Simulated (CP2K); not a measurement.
Consider 3-hydroxyfuran at its PBE geometry (Å).

```xyz
10

O     2.0778   -0.0393   -0.3361
C     0.7136   -0.1215   -0.1688
C    -0.1622    0.8363    0.4428
C    -1.4162    0.2962    0.3669
O    -1.3835   -0.9263   -0.2474
C    -0.0623   -1.1757   -0.5755
H     2.3763    0.8092    0.0307
H     0.1039    1.7948    0.8768
H    -2.3933    0.6377    0.6865
H     0.1459   -2.1113   -1.0760
```

Method: CP2K XAS_TDP, all-electron GAPW, PBEh(45%), aug-cc-pVDZ, TDA, no relativity.

Where do the C K-edge lines lie, and how strong are they?

Leading lines: C2 283.82 eV, C3 282.12 eV, C4 282.70 eV and C6 282.96 eV. The leading line of an atom is its first one with 35 % of the strongest within 2.5 eV of its lowest line over the strength cut. 

The first six lines of each atom with a strength over 0.0015:

```csv
atom,energy (eV),states,"strength, one atom"
C2 (bonded to 2 C and O),283.82,1,0.0551
,285.49,1,0.0103
,285.77,1,0.0105
,286.44,1,0.0072
,287.21,1,0.0061
,287.56,1,0.0030
C3 (bonded to 2 C and H),282.12,1,0.0420
,284.05,1,0.0097
,284.76,1,0.0027
,284.96,1,0.0080
,285.39,1,0.0045
,285.83,1,0.0016
"C4 (bonded to C, O and H)",282.70,1,0.0546
,285.67,1,0.0147
,286.28,1,0.0020
,286.52,1,0.0157
,287.03,1,0.0041
,287.05,1,0.0036
"C6 (bonded to C, O and H)",282.96,1,0.0456
,285.41,1,0.0231
,286.07,1,0.0088
,286.34,1,0.0028
,286.51,1,0.0070
,286.76,1,0.0021
```

Lines are vertical, at one geometry, with no vibrational structure. Without a correction of the core level, line positions, and the gaps between valence and Rydberg lines, follow the share of exact exchange. At this level such K lines come out 3 to 6 eV under measured ones. These values hold no scalar relativity, about 0.1 eV for C 1s. Rydberg lines, and the discretised continuum above threshold, depend on the basis and the box.

[Banner, clock and machine lines of the logs are left out without a mark of their own.]

[Logs are printed without paths, hosts, clocks, repeated set-up lines and the standing remarks that a program may print on its own settings, such as how far it seeks lower states.]

[Hosts, paths, dates, database ids (printed as entryN), source tags and the programs' standing remarks are cut or masked in the printed files.]
